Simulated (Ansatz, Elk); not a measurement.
# How far do independent atoms describe Ca3CdO?, part 2 of 2

The structure of Ca3CdO used here is made up (a known structure type with other elements) and was relaxed beforehand with PBE. The aim is the Fourier transform of its all-electron density, F(hkl), set beside the sum over free spherical atoms that refinements use.

Elk 11.2.3 (patched build); all-electron DFT.

So far: Set-up; Ground state and structure factors; The highest occupied states alone.

The structure was built from a prototype and need not be the compound's stable phase.

**4. Another try**

Level of this step: DFT, PBE, all-electron APW+lo, Dirac cores, scalar-relativistic bands, static density, no spin (Elk).

In this try the input is made faulty on purpose, to show what that does.

The input is changed as shown.

Input file elk.in:

```
tasks
  0
  195

xctype
  20

spinpol
  .false.

rgkmax
  3.5

gmaxvr
  14.0

lmaxo
  7

lmaxapw
  8

swidth
  0.002

tshift
  .false.

ramdisk
  .false.

hmaxvr
  5.5

maxscl
  60

epspot
  1e-06

sppath
  './'

avec
  9.26543836752 0.00000000000 0.00000000000
  -0.00000000000 9.26543836752 0.00000000000
  0.00000000000 0.00000000000 9.26543836752

atoms
  3
  'Cd.in'
  1
  0.0000000000 -0.0000000000 -0.0000000000   0.000000 0.000000 0.000000
  'Ca.in'
  3
  0.5000000000 0.5000000000 0.0000000000   0.000000 0.000000 0.000000
  0.5000000000 0.0000000000 0.5000000000   0.000000 0.000000 0.000000
  -0.0000000000 0.5000000000 0.5000000000   0.000000 0.000000 0.000000
  'O.in'
  1
  0.5000000000 0.5000000000 0.5000000000   0.000000 0.000000 0.000000

ngridk
  5 5 5
```

Launch:

```sh
$ OMP_NUM_THREADS=4 elk
```

Numbers of over 12 decimals in the logs are rounded to 6 here.

Output:

```text
┌─────────────────────────┐
│ Elk code version 11.2.3 │
└─────────────────────────┘

All units are atomic (Hartree, Bohr, etc.)

┌─────────────────────────────────────────────────┐
│ Ground-state run starting from atomic densities │
└─────────────────────────────────────────────────┘

Lattice vectors :
   9.265438368       0.000000000       0.000000000
  -0.000000000       9.265438368       0.000000000
   0.000000000       0.000000000       9.265438368

Reciprocal lattice vectors :
  0.6781314664       0.000000000      -0.000000000
[...]
species : 1 (Cd)
[...]
species : 2 (Ca)
[...]
atom 3                    :    18.14067249     ( -0.1980815867E-06)
  species : 3 (O)
   atom 1                    :    7.132374521     ( -0.2724710355E-06)
 total in muffin-tins        :    108.0082275
 total calculated charge     :    115.9999516
 total charge                :    116.0000000
 error                       :   0.4836358175E-04

┌──────────────────────────────┐
│ Self-consistent loop stopped │
└──────────────────────────────┘

Warning : core states of species 1 leak from the muffin-tin :   0.2486526453E-03

Wrote STATE.OUT
[key lines of the parts left out:]
total energy                :     -7711.0269015290
```

It took 13 s on 4 threads of AMD EPYC 9R14 (Zen 4), shared host; peak memory 0.19 GiB.

The run finished. A setting was moved off its sound value on purpose, so it serves as a test and not as the result.

The fault put into the input: a cutoff far too low.

Its structure factors differ from the first run's by R = 0.3 %.

**5. Another functional**

The difference from free atoms is small, so it is set against the change that PBEsol makes.

elk.in: that of step 4 with these lines changed.

```diff
@@ -5,3 +5,3 @@
 xctype
-  20
+  22
 
@@ -11,3 +11,3 @@
 rgkmax
-  3.5
+  7.0
 
@@ -35,3 +35,3 @@
 maxscl
-  60
+  120
```

Launch:

```sh
$ OMP_NUM_THREADS=4 elk
```

Output:

```text
┌─────────────────────────┐
│ Elk code version 11.2.3 │
└─────────────────────────┘

All units are atomic (Hartree, Bohr, etc.)

┌─────────────────────────────────────────────────┐
│ Ground-state run starting from atomic densities │
└─────────────────────────────────────────────────┘

Lattice vectors :
   9.265438368       0.000000000       0.000000000
  -0.000000000       9.265438368       0.000000000
   0.000000000       0.000000000       9.265438368

Reciprocal lattice vectors :
  0.6781314664       0.000000000      -0.000000000
[...]
species : 1 (Cd)
[...]
species : 2 (Ca)
[...]
atom 3                    :    18.20053236     ( -0.1984353162E-06)
  species : 3 (O)
   atom 1                    :    7.603652018     ( -0.2721386312E-06)
 total in muffin-tins        :    108.8739055
 total calculated charge     :    115.9991466
 total charge                :    116.0000000
 error                       :   0.8533540593E-03

┌──────────────────────────────┐
│ Self-consistent loop stopped │
└──────────────────────────────┘

Warning : core states of species 1 leak from the muffin-tin :   0.2416052985E-03

Wrote STATE.OUT
[key lines of the parts left out:]
total energy                :     -7707.2325393796
```

Wall time 15 s (4 threads); peak memory 0.21 GiB; 30 s of CPU time.

Against the first run R = 0.02 %; the largest change is -0.055 at 200.

**6. Basis size**

The basis and the expansions that go with it are enlarged, to see whether the differences are converged.

elk.in: that of step 5 with these lines changed.

```diff
@@ -5,3 +5,3 @@
 xctype
-  22
+  20
 
@@ -11,12 +11,12 @@
 rgkmax
-  7.0
+  8.5
 
 gmaxvr
-  14.0
+  18.0
 
 lmaxo
-  7
+  9
 
 lmaxapw
-  8
+  10
```

Launch:

```sh
$ OMP_NUM_THREADS=4 elk
```

Output:

```text
┌─────────────────────────┐
│ Elk code version 11.2.3 │
└─────────────────────────┘

All units are atomic (Hartree, Bohr, etc.)

┌─────────────────────────────────────────────────┐
│ Ground-state run starting from atomic densities │
└─────────────────────────────────────────────────┘

Lattice vectors :
   9.265438368       0.000000000       0.000000000
  -0.000000000       9.265438368       0.000000000
   0.000000000       0.000000000       9.265438368

Reciprocal lattice vectors :
  0.6781314664       0.000000000      -0.000000000
[...]
species : 1 (Cd)
[...]
species : 2 (Ca)
[...]
atom 3                    :    18.19989348     ( -0.1986857630E-06)
  species : 3 (O)
   atom 1                    :    7.643668362     ( -0.2725322736E-06)
 total in muffin-tins        :    108.9165902
 total calculated charge     :    115.9998379
 total charge                :    116.0000000
 error                       :   0.1621234358E-03

┌──────────────────────────────┐
│ Self-consistent loop stopped │
└──────────────────────────────┘

Warning : core states of species 1 leak from the muffin-tin :   0.2393517434E-03

Wrote STATE.OUT
[key lines of the parts left out:]
total energy                :     -7712.6294426193
```

Wall time 37 s (4 threads); peak memory 0.42 GiB; 68 s of CPU time.

Against the first run R = 0.02 %; the largest change is -0.011 at 111.

**7. Settings against the effect**

| run | R against the first run (%) | R against neutral atoms, low angle (%) | wall time |
| --- | --- | --- | --- |
| PBE, rgkmax 7 | 0.00 | 0.62 | 16 s |
| PBEsol | 0.02 | 0.59 | 15 s |
| rgkmax 8.5 with larger expansions | 0.02 | 0.62 | 37 s |

**8. Summary of results**

| Property | Result |
| --- | --- |
| R against neutral atoms, sin θ/λ < 0.3 Å⁻¹ | 0.62 % |
| R against neutral atoms, 0.3 to 0.82 Å⁻¹ | 0.19 % |

What this shows: Independent neutral atoms miss the calculated amplitudes by R = 0.62 % below 0.3 Å⁻¹ and 0.19 % from there to 0.82 Å⁻¹; by shells, 0.71 % below 0.15 Å⁻¹ (2 forms), 0.60 % 0.15 to 0.3 (5 forms), 0.13 % 0.3 to 0.45 (13 forms), 0.20 % above 0.45 (62 forms). Bonding, aspherical density and the tables' own atoms all enter these figures, and the runs don't part them. The largest change of an amplitude is -0.44 electrons, at 210. The window's part falls from 22.0 electrons at the origin to at most 1.18 between 0.45 and 0.82 Å⁻¹, where compact states inside the window still scatter. Below 0.3 Å⁻¹ the changes that finished (PBEsol and rgkmax 8.5 with larger expansions) move F by R = 0.05 % at most, against the 0.62 % that separates it from free atoms. The k-mesh has no finished test. Part of the difference isn't bonding: the tables are fits to free atoms and ions calculated by other methods than this functional. Thermal motion, anomalous dispersion and extinction are left out.

[Logs are printed without paths, hosts, clocks, repeated set-up lines and the standing remarks that a program may print on its own settings, such as how far it seeks lower states.]

[Hosts, paths, dates, database ids (printed as entryN), source tags and the programs' standing remarks are cut or masked in the printed files.]
